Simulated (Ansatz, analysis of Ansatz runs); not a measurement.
**Local vibrational mode of the V_K centre (self-trapped hole) in LiF (PBE0)**

Subject: V_K centre (self-trapped hole) in LiF. Wanted: its local vibrational mode, in one set-up (PBE0, 32-site cell, PBE lattice, 420 eV, k: the zone centre alone, relaxed with the hybrid). The model is a cell of 32 host atoms. The frequencies come from force constants among the defect atom and its neighbours, with the masses of the isotopes named. Exact exchange opens the gap, stiffens bonds and lessens the self-interaction error, at many times the cost.

What was measured. Stretch of the F2- molecule: 437 cm⁻¹, by Raman (inelastic light scattering) (quoted in “Dependence of polaron migration barriers on the fraction of Fock exchange in hybrid functionals: A systematic study of Vk centers in alkali halides”, 2023, A. S. Tygesen, J. H. Chang, J. M. García-Lastra, quoting earlier work (1978)).

Method: plane-wave PAW DFT, PBE0; relaxation of all atoms of a defect supercell, in Ansatz 0.2.0.

In doubt: the hybrid run may have settled on a false gap or state (step 2), so the values of those runs are not to be relied on.

**1. Starting point**

The cell holds 32 atoms: 16 Li and 16 F. Cell: a = 7.044 Å, b = 7.044 Å, c = 7.044 Å, α = 109.5°, β = 109.5°, γ = 109.5°. It derives from LiF (space group Fm-3m). Nearest the centre at fractional (0.250, 0.375, 0.375): F18 at 0.99 Å, F27 at 0.99 Å, Li7 at 1.44 Å, Li6 at 1.44 Å, F23 at 2.49 Å, F22 at 2.49 Å, Li3 at 2.49 Å, Li10 at 2.49 Å. The cell carries charge +1.

The host's primitive cell comes from a first run (plane-wave PAW DFT, PBE; relaxation of the host's cell and atoms): vectors of 2.876, 2.876 and 2.876 Å. That is 8.41 Å³ an atom, 2.9 % over the diffraction cell's volume. The supercell is built on it.

**2. Relaxation, charge +1**

Every later number rests on the structure around the defect, so the atoms are relaxed at the host's lattice first.

The input, relax/input.yaml:

```yaml
relax:
  f_tol: 0.01
  max_steps: 80
  random_displacement: { amplitude: 0.02, seed: 786 }
crystal:
  lattice:
    - [-4.06712876, 4.06712876, 4.06712876]
    - [4.06712876, -4.06712876, 4.06712876]
    - [4.06712876, 4.06712876, -4.06712876]
  atoms:
    - { symbol: Li, position: [0.0, 0.0, 0.0] }
    - { symbol: Li, position: [0.0, 0.25, 0.75] }
    - { symbol: Li, position: [0.0, 0.5, 0.5] }
    - { symbol: Li, position: [0.0, 0.75, 0.25] }
    - { symbol: Li, position: [0.25, 0.0, 0.75] }
    - { symbol: Li, position: [0.25, 0.25, 0.5] }
    - { symbol: Li, position: [0.25, 0.5, 0.25] }
    - { symbol: Li, position: [0.25, 0.75, 0.0] }
    - { symbol: Li, position: [0.5, 0.0, 0.5] }
    - { symbol: Li, position: [0.5, 0.25, 0.25] }
    - { symbol: Li, position: [0.5, 0.5, 0.0] }
    - { symbol: Li, position: [0.5, 0.75, 0.75] }
    - { symbol: Li, position: [0.75, 0.0, 0.25] }
    - { symbol: Li, position: [0.75, 0.25, 0.0] }
    - { symbol: Li, position: [0.75, 0.5, 0.75] }
    - { symbol: Li, position: [0.75, 0.75, 0.5] }
    - { symbol: F, position: [0.0, 0.0, 0.5] }
    - { symbol: F, position: [0.078089487, 0.289044744, 0.289044744] }
    - { symbol: F, position: [0.0, 0.5, 0.0] }
    - { symbol: F, position: [0.0, 0.75, 0.75] }
    - { symbol: F, position: [0.25, 0.0, 0.25] }
    - { symbol: F, position: [0.25, 0.25, 0.0] }
    - { symbol: F, position: [0.25, 0.5, 0.75] }
    - { symbol: F, position: [0.25, 0.75, 0.5] }
    - { symbol: F, position: [0.5, 0.0, 0.0] }
    - { symbol: F, position: [0.5, 0.25, 0.75] }
    - { symbol: F, position: [0.421910513, 0.460955256, 0.460955256] }
    - { symbol: F, position: [0.5, 0.75, 0.25] }
    - { symbol: F, position: [0.75, 0.0, 0.75] }
    - { symbol: F, position: [0.75, 0.25, 0.5] }
    - { symbol: F, position: [0.75, 0.5, 0.25] }
    - { symbol: F, position: [0.75, 0.75, 0.0] }
total_charge: 1
basis:
  ecutwfc: 420
  xc_grid: 2
hamiltonian:
  xc: pbe0
kpoints:
  mp_grid: { grid: [1, 1, 1] }
magnetization:
  spin_polarized: true
  initial_magnetization: 1
  spin_locking: { lock_magnetization: hard }
scf:
  occupations: { method: fermi_dirac, width: 0.01 }
  max_iter: 120
output:
  forces: true
checkpoint:
  write: "../relax.run"
  compress: false
  write_wavefunctions: true
  write_every: 100000
```

Started as:

```console
$ ansatz run input.yaml --threads 2 --pin off --max-ram 3768MiB --backend cpu --events-out ev --progress --plain --runs-dir out
```

Numbers of over 12 decimals in the logs are rounded to 6 here.

The log of the run:

```text
[... repeated set-up lines and file paths are left out, and long positions are rounded to six places ...]
Engine: ansatz 0.2.0, aarch64-unknown-linux-gnu
Pseudopotentials: kind: paw
Pseudopotential: Li, paw, valence charge 3, recommended cutoff 420 eV (normal), Li.paw.azcp
Pseudopotential: F, paw, valence charge 7, recommended cutoff 420 eV (normal), F.paw.azcp
Functional definition: PBE0
  parameter a = 0.25
  parameter kappa = 0.804
  parameter beta = 0.066725
  exchange = (1 - a)*pbe_x(kappa = kappa, mu = beta*pi^2/3) + a*exact_x
  correlation = pbe_c(beta = beta)
Crystal: 32 atoms, lattice volume = 269.106 Å³
Basis set: ecut = 420 eV, 5281 PW (Γ), exchange–correlation on 96×96×96 points (8 copies of the dense FFT grid, shifted against one another)
Bands: 112, of which v1, the nominal top of the filled ones, is band 80 counted from 1 (79 counted from 0)
Symmetry: 1 space group operations
k-points: 1
Non-local potential: Li, projectors of the file, l = 0: 3, l = 1: 2, l = 2: 1
Non-local potential: F, projectors of the file, l = 0: 2, l = 1: 2, l = 2: 1
PAW form: soft (Blöchl's): semilocal exchange-correlation on the pseudo side does not see the compensation charge
PAW frozen core: F, regenerated for the run's functional, and the local potential with it (the file was generated under x = pbe(κ = 0.804, μ = 0.219515), c = pbe(β = 0.066725))
PAW one-centre angular grid: Li, 110 points (default); XC on 64 Gauss nodes
PAW one-centre angular grid: F, 110 points (default); XC on 64 Gauss nodes
Initial density: superposition of atomic densities (chi_scale 0.1, normalization cell, long waves kept (reshape's long-wave potential 0.11 eV rms))
Starting moments: Σ|m| = 1 μB on 32 of 32 sites
Initial wavefunctions: pseudopotential atomic-orbital guess
Functional: x = pbe(κ = 0.804, μ = 0.219515), c = pbe(β = 0.066725), warm-up for x = 0.75 pbe(κ = 0.804, μ = 0.219515) + 0.25 exact, c = pbe(β = 0.066725)
iter 1 solved again at ethr=4.85e-3 eV; its pass at ethr=1.00e-1 eV (dr2=7.71e0 eV) is discarded
SCF iter   1: F=—  HF=-16258.201021 eV  |F-HF|=—  |Δ(HF+E_count)|=         —  Δρ=4.86e-2 (↑2.68e-2 ↓4.86e-2)  dr2=7.79e0  dr2_m=1.01e0  M=1.000 μB ∫|m|=1.038 μB  β_m=0.30  ethr=4.85e-3  ⟨swp⟩=3.0  Hψ=1156  notcnv=0
preconditioner: auto → none  [insulator: Δε(μ)=0.990 eV  Ē_g=18.977 eV  σ=0.010 eV  W_gap=1.00  n_scr=78 (ndim 8)  ℏωp=25.5 eV  f_vac=0.000  D(μ)=0.00/eV (n_scr^D=0)]
SCF iter   2: F=—  HF=-16258.295640 eV  |F-HF|=—  |Δ(HF+E_count)|=   9.46e-2  Δρ=3.55e-2 (↑2.24e-2 ↓3.55e-2)  dr2=6.03e0  dr2_m=2.18e-1  M=1.000 μB ∫|m|=1.042 μB  β_m=0.30  ethr=4.85e-3  ⟨swp⟩=4.0  Hψ=508  notcnv=0
spin=Collinear: Kerker preconditioning applied to the charge; magnetization (m = ρ↑ − ρ↓) channel mixes plain (no charge-response kernel on spin).
SCF iter   3: F=—  HF=-16257.900991 eV  |F-HF|=—  |Δ(HF+E_count)|=   3.95e-1  Δρ=3.03e-2 (↑1.64e-2 ↓3.03e-2)  dr2=2.57e0  dr2_m=4.92e-1  M=1.000 μB ∫|m|=1.049 μB  β_m=0.16  ethr=3.79e-3  ⟨swp⟩=2.0  Hψ=448  notcnv=0
SCF iter   4: F=—  HF=-16258.032089 eV  |F-HF|=—  |Δ(HF+E_count)|=   1.31e-1  Δρ=2.46e-2 (↑1.16e-2 ↓2.46e-2)  dr2=2.95e0  dr2_m=1.91e-1  M=1.000 μB ∫|m|=1.056 μB  β_m=0.26  ethr=1.62e-3  ⟨swp⟩=3.0  Hψ=450  notcnv=0  defer=2
SCF iter   5: F=—  HF=-16257.970188 eV  |F-HF|=—  |Δ(HF+E_count)|=   6.19e-2  Δρ=1.87e-2 (↑6.49e-3 ↓1.87e-2)  dr2=1.74e0  dr2_m=1.44e-1  M=1.000 μB ∫|m|=1.058 μB  β_m=0.25  ethr=1.62e-3  ⟨swp⟩=2.5  Hψ=449  notcnv=0  defer=1
SCF iter   6: F=—  HF=-16257.962572 eV  |F-HF|=—  |Δ(HF+E_count)|=   7.62e-3  Δρ=1.50e-2 (↑2.44e-3 ↓1.50e-2)  dr2=4.02e-1  dr2_m=1.46e-1  M=1.000 μB ∫|m|=1.083 μB  β_m=0.47  ethr=1.09e-3  ⟨swp⟩=3.0  Hψ=450  notcnv=0  defer=2
SCF iter   7: F=—  HF=-16257.971535 eV  |F-HF|=—  |Δ(HF+E_count)|=   8.96e-3  Δρ=3.39e-3 (↑1.49e-3 ↓3.39e-3)  dr2=4.53e-2  dr2_m=7.05e-3  M=1.000 μB ∫|m|=1.068 μB  β_m=0.50  ethr=2.53e-4  ⟨swp⟩=4.5  Hψ=461  notcnv=0  defer=6
SCF iter   8: F=—  HF=-16257.977285 eV  |F-HF|=—  |Δ(HF+E_count)|=   5.75e-3  Δρ=7.07e-3 (↑9.13e-4 ↓7.07e-3)  dr2=9.15e-2  dr2_m=3.39e-2  M=1.000 μB ∫|m|=1.075 μB  β_m=0.63  ethr=2.85e-5  ⟨swp⟩=11.0  Hψ=570  notcnv=0  defer=4  recentre
SCF iter   9: F=—  HF=-16257.978305 eV  |F-HF|=—  |Δ(HF+E_count)|=   1.02e-3  Δρ=6.21e-3 (↑4.59e-4 ↓6.21e-3)  dr2=8.17e-2  dr2_m=2.55e-2  M=1.000 μB ∫|m|=1.075 μB  β_m=0.82  ethr=2.85e-5  ⟨swp⟩=3.5  Hψ=453  notcnv=0  defer=3
iter 10 solved again at ethr=2.32e-6 eV; its pass at ethr=2.85e-5 eV (dr2=3.70e-3 eV) is discarded
SCF iter  10: F=—  HF=-16257.976648 eV  |F-HF|=—  |Δ(HF+E_count)|=   1.66e-3  Δρ=1.30e-3 (↑2.49e-4 ↓1.30e-3)  dr2=3.60e-3  dr2_m=1.10e-3  M=1.000 μB ∫|m|=1.070 μB  β_m=0.77  ethr=2.32e-6  ⟨swp⟩=6.0  Hψ=955  notcnv=0  defer=2
SCF iter  11: F=—  HF=-16257.976599 eV  |F-HF|=—  |Δ(HF+E_count)|=   4.88e-5  Δρ=1.55e-3 (↑1.52e-4 ↓1.55e-3)  dr2=6.38e-3  dr2_m=1.44e-3  M=1.000 μB ∫|m|=1.069 μB  β_m=0.89  ethr=2.27e-6  ⟨swp⟩=5.0  Hψ=449  notcnv=0  defer=2
SCF iter  12: F=—  HF=-16257.976556 eV  |F-HF|=—  |Δ(HF+E_count)|=   4.35e-5  Δρ=7.93e-4 (↑1.56e-4 ↓7.93e-4)  dr2=1.86e-3  dr2_m=3.52e-4  M=1.000 μB ∫|m|=1.069 μB  β_m=0.75  ethr=2.27e-6  ⟨swp⟩=3.0  Hψ=433  notcnv=0  defer=2
SCF iter  13: F=—  HF=-16257.976449 eV  |F-HF|=—  |Δ(HF+E_count)|=   1.07e-4  Δρ=2.19e-4 (↑6.16e-5 ↓2.19e-4)  dr2=1.86e-4  dr2_m=2.38e-5  M=1.000 μB ∫|m|=1.070 μB  β_m=0.63  ethr=1.17e-6  ⟨swp⟩=3.0  Hψ=396  notcnv=0  defer=2
SCF iter  14: F=—  HF=-16257.976433 eV  |F-HF|=—  |Δ(HF+E_count)|=   1.61e-5  Δρ=1.70e-4 (↑2.89e-5 ↓1.70e-4)  dr2=1.15e-4  dr2_m=1.55e-5  M=1.000 μB ∫|m|=1.070 μB  β_m=0.73  ethr=1.17e-7  ⟨swp⟩=3.0  Hψ=390  notcnv=0  defer=3
SCF iter  15: F=—  HF=-16257.976428 eV  |F-HF|=—  |Δ(HF+E_count)|=   5.54e-6  Δρ=1.74e-4 (↑2.10e-5 ↓1.74e-4)  dr2=8.21e-5  dr2_m=1.92e-5  M=1.000 μB ∫|m|=1.069 μB  β_m=0.86  ethr=7.21e-8  ⟨swp⟩=4.0  Hψ=397  notcnv=0  defer=2
SCF iter  16: F=—  HF=-16257.976426 eV  |F-HF|=—  |Δ(HF+E_count)|=   2.09e-6  Δρ=3.26e-5 (↑1.81e-5 ↓3.26e-5)  dr2=9.36e-6  dr2_m=2.68e-7  M=1.000 μB ∫|m|=1.070 μB  β_m=0.77  ethr=5.17e-8  ⟨swp⟩=3.5  Hψ=391  notcnv=0  defer=2
SCF iter  17: F=—  HF=-16257.976425 eV  |F-HF|=—  |Δ(HF+E_count)|=   1.16e-6  Δρ=2.52e-5 (↑1.06e-5 ↓2.52e-5)  dr2=4.15e-6  dr2_m=2.22e-7  M=1.000 μB ∫|m|=1.069 μB  β_m=0.66  ethr=5.89e-9  ⟨swp⟩=4.0  Hψ=392  notcnv=0  defer=2
SCF iter  18: F=—  HF=-16257.976424 eV  |F-HF|=—  |Δ(HF+E_count)|=   5.84e-7  Δρ=8.53e-6 (↑4.65e-6 ↓8.53e-6)  dr2=4.99e-7  dr2_m=2.27e-8  M=1.000 μB ∫|m|=1.069 μB  β_m=0.59  ethr=2.61e-9  ⟨swp⟩=4.0  Hψ=398  notcnv=0  defer=2
[...]
SCF iter   2: F=—  HF=-16259.615011 eV  |F-HF|=—  |Δ(HF+E_count)|=   3.21e-8  Δρ=3.98e-6 (↑3.38e-6 ↓3.98e-6)  dr2=1.14e-7  dr2_m=3.67e-9  M=1.000 μB ∫|m|=1.116 μB  β_m=0.58  ethr=1.13e-10  ⟨swp⟩=3.5  Hψ=402  notcnv=0  defer=1
SCF iter   3: F=—  HF=-16259.615011 eV  |F-HF|=—  |Δ(HF+E_count)|=   1.19e-8  Δρ=5.60e-6 (↑2.72e-6 ↓5.60e-6)  dr2=1.78e-7  dr2_m=7.46e-9  M=1.000 μB ∫|m|=1.116 μB  β_m=0.47  ethr=7.02e-11  ⟨swp⟩=4.5  Hψ=499  notcnv=0  defer=1
SCF iter   4: F=—  HF=-16259.615011 eV  |F-HF|=—  |Δ(HF+E_count)|=   2.27e-8  Δρ=1.97e-6 (↑8.57e-7 ↓1.97e-6)  dr2=1.65e-8  dr2_m=1.38e-9  M=1.000 μB ∫|m|=1.116 μB  β_m=0.65  ethr=7.02e-11  ⟨swp⟩=4.5  Hψ=407  notcnv=0  defer=2
SCF iter   5: F=-16259.615011 eV  HF=-16259.615011 eV  |F-HF|=4.18e-10  |Δ(HF+E_count)|=   2.06e-9  Δρ=3.08e-7 (↑2.84e-7 ↓3.08e-7)  dr2=5.83e-10  dr2_m=1.73e-11  M=1.000 μB ∫|m|=1.116 μB  ethr=8.97e-12  ⟨swp⟩=5.0  Hψ=424  notcnv=0  defer=1
SCF 18 converged in 5 iterations: F = -16259.615011 eV  dr2 = 5.83e-10
  Residual-converged pass: ⟨swp⟩=3.0  Hψ=386  notcnv=0  max |occ|·‖R‖ = 3.6e-7 eV (tolerance 3.8e-7 eV)  dr2=5.78e-10  dr2_m=1.73e-11  dr2_onsite=3.28e-11  max |Δocc| = 0.0e0
hybrid outer 2: dexx = +8.064e-8 eV, tail = 2.39e-9 eV, Δε = 2.15e-4 eV (about 6.21e-6 eV left of the loop's levels), ΔF = 1.06e-2 eV/Å (tail 1.76e-3)
the filled states extend beyond the cell (their overlap across the Brillouin zone is 0.387, against 0 in a metal and nearly 1 for localised states). With one k-point a hybrid's gap, moments and forces can then be wrong. [...]
this state was not tested for a lower state beside it, because the functional holds exact exchange (a hybrid, or Hartree-Fock), whose exchange loop this test does not read (fock_operator); [...]
relax step   7: F+E_penalty+E_count = -16259.61501118 eV  Δ(F+E_penalty+E_count) = -1.197e-4 eV  max|allowed force component| = 9.294e-3 eV/Å  Δτ_max = 0.0024 Å  (10 SCF iters, accepted)
hybrid SCF converged: 2 outer / 10 inner (+0 warm-up), last move |dexx| = 8.06e-8 eV, tail = 2.39e-9 eV
Magnetization: 1.0000 μB (80.0000 up, 79.0000 down)
Absolute magnetization: 1.1185 μB (∫|ρ↑−ρ↓|, with the PAW one-centre terms)
Spin contamination: 0.0060 ħ² per cell (⟨S²⟩ above its minimum at these occupations)
Per-site moments (μB) at R_I (Å): [(-0.000334676, 0.795680), (-1.2993451179324095e-5, 0.830222), (-0.000334844, 0.795665), [... 29 left out ...]
Free energy (F): -16259.615011 eV
Harris-Foulkes:  -16259.615011 eV  (|F-HF|=4.18e-10)
Internal energy: -16259.615011 eV  (E = F + TS)
E sigma→0 (E₀):  -16259.615011 eV
Fermi energy:    0.350971 (↑ 4.505449, ↓ 0.349041) eV
--- Per-component energies (eV) ---
  E_band       = -2390.034302
  E_kinetic    = 3698.879907
  E_local      = -10515.791043  (includes V_loc(G=0)·N_el)
  E_nonlocal   = 624.557656
  E_hartree    = 3711.849486
  E_xc         = -1126.048274
  E_vxc        = -1444.096205  (∫ρ·V_xc dr)
  E_exx        = -677.431322  (= α·E_x^exact, valence–valence)
  E_paw        = -3207.567523  (= ΣΔE_a)
  E_vpaw       = -822.455143  (= ΣTr[D̂ρ^β])
  E_aug_tail   = 0.034215  (compensation charges beyond the density's cutoff)
  E_ewald      = -8767.640172
  E_core_change = -0.457941  (= ΣΔE_core)
  E_smearing   = -0.000000  (= −TS)
  E_closure    = -0.000001  (closes the sum)
  E_deformation_potential = 15.115856  (in the stress; not in F)
  Σ components = -16259.615011   (vs F -16259.615011, Δ=0.00e0)
--- Forces (eV/Å), atoms counted from 1 ---
  atom   1  Li     0.00162183    -0.00036358    -0.00039200
  atom   2  Li     0.00045014    -0.00108214     0.00131790
  atom   3  Li    -0.00205944     0.00008935     0.00190226
  atom   4  Li     0.00143812    -0.00041705     0.00193020
  atom   5  Li    -0.00039158     0.00169043    -0.00299916
  atom   6  Li    -0.00159354    -0.00188878     0.00210399
  atom   7  Li     0.00175780     0.00092986    -0.00182856
  atom   8  Li     0.00094724    -0.00491131     0.00469436
  atom   9  Li    -0.00167266     0.00030533     0.00150357
  atom  10  Li     0.00180050     0.00015381     0.00257259
  atom  11  Li    -0.00136275     0.00071944    -0.00306657
  atom  12  Li    -0.00171341     0.00214325    -0.00194810
  atom  13  Li    -0.00186797    -0.00061620     0.00020842
  atom  14  Li    -0.00101809    -0.00085201    -0.00028831
  atom  15  Li    -0.00069275    -0.00081641    -0.00037102
  atom  16  Li     0.00182923     0.00047716     0.00073817
  atom  17  F     -0.00088043    -0.00063311    -0.00323115
  atom  18  F     -0.00018625     0.00719515     0.00868977
  atom  19  F     -0.00054703     0.00057973    -0.00158080
  atom  20  F     -0.00107755     0.00306864     0.00156544
  atom  21  F     -0.00081019     0.00155098    -0.00179360
  atom  22  F      0.00120258    -0.00018652     0.00041288
  atom  23  F      0.00181425     0.00054334    -0.00033782
  atom  24  F     -0.00114580    -0.00085818    -0.00072792
  atom  25  F      0.00042967    -0.00121544    -0.00204718
  atom  26  F      0.00147305     0.00271471     0.00125791
  atom  27  F     -0.00041252    -0.00930136    -0.00638255
  atom  28  F      0.00026283     0.00096290    -0.00015680
  atom  29  F     -0.00005837    -0.00137330     0.00084713
  atom  30  F      0.00110377     0.00145670    -0.00182676
  atom  31  F      0.00036376    -0.00072068    -0.00073374
  atom  32  F      0.00090622     0.00041162     0.00033286
  max |Σ_I F_I| component: 3.65e-4 eV/Å
--- Band table (eV) ---
  k-point 0 ↑: bands = ["-44.3763", "-44.3687", "-44.3555", "-44.3519", [... 93 left out ...] "17.0536", "17.0991", "17.1390", "17.1467"]
  k-point 0 ↓: bands = ["-44.3771", "-44.3695", "-44.3564", "-44.3528", [... 93 left out ...] "17.0679", "17.1109", "17.1481", "17.1953"]
  guard bands above this table: 11 of the run's 112 bands. The solve was not asked for them (output.publish_guard_bands: true or output.eigenvalues: true publishes all)
--- Relaxed structure (7 steps of the walk, 7 accepted, 0 SCFs on fresh bases) ---
  F+E_penalty+E_count = -16259.61501118 eV   max|allowed force component| = 9.294e-3 eV/Å
  atoms:
    - { symbol: Li, position: [0.004277, -0.010712, -0.011135] }
    - { symbol: Li, position: [0.000771, 0.250576, 0.750209] }
    - { symbol: Li, position: [0.004212, 0.515553, 0.515026] }
    - { symbol: Li, position: [0.001043, 0.750768, 0.250302] }
    - { symbol: Li, position: [0.249887, -0.000183, 0.750287] }
    - { symbol: Li, position: [0.249774, 0.229937, 0.520867] }
    - { symbol: Li, position: [0.249871, 0.520535, 0.228526] }
    - { symbol: Li, position: [0.249815, 0.750538, -0.000775] }
    - { symbol: Li, position: [0.498451, -0.000332, 0.499131] }
    - { symbol: Li, position: [0.495081, 0.234663, 0.234301] }
    - { symbol: Li, position: [0.498970, 0.500014, -0.000871] }
    - { symbol: Li, position: [0.495315, 0.761295, 0.760363] }
    - { symbol: Li, position: [0.730968, -0.018254, 0.249631] }
    - { symbol: Li, position: [0.730970, 0.250186, -0.018860] }
    - { symbol: Li, position: [0.768715, 0.500496, 0.768370] }
    - { symbol: Li, position: [0.768670, 0.768793, 0.499728] }
    - { symbol: F, position: [-0.003838, 0.000973, 0.495439] }
    - { symbol: F, position: [0.075627, 0.288170, 0.287596] }
    - { symbol: F, position: [-0.003788, 0.495976, 0.000268] }
    - { symbol: F, position: [-0.011329, 0.744709, 0.744082] }
    - { symbol: F, position: [0.249782, -0.010509, 0.243126] }
    - { symbol: F, position: [0.249843, 0.243882, -0.011003] }
    - { symbol: F, position: [0.249771, 0.506563, 0.760303] }
    - { symbol: F, position: [0.249885, 0.761103, 0.506203] }
    - { symbol: F, position: [0.510835, 0.005779, 0.005158] }
    - { symbol: F, position: [0.503461, 0.254539, 0.748998] }
    - { symbol: F, position: [0.423965, 0.462311, 0.461802] }
    - { symbol: F, position: [0.503478, 0.749591, 0.253900] }
    - { symbol: F, position: [0.749836, -0.002230, 0.752239] }
    - { symbol: F, position: [0.749780, 0.252764, 0.497044] }
    - { symbol: F, position: [0.749912, 0.497793, 0.252156] }
    - { symbol: F, position: [0.749761, 0.752681, -0.002894] }
```

Elapsed: 5.3 min, on 2 threads of Arm Neoverse N1, shared host; peak memory 0.67 GiB; 10 min of CPU time.

(Continued in part 2 of 2.)

[Logs are printed without paths, hosts, clocks, repeated set-up lines and the standing remarks that a program may print on its own settings, such as how far it seeks lower states.]

[Hosts, paths, dates, database ids (printed as entryN), source tags and the programs' standing remarks are cut or masked in the printed files.]

[For some hosts the program warned that the k-mesh of the response run may be too coarse for force constants and the static dielectric constant; such warnings are not shown here.]
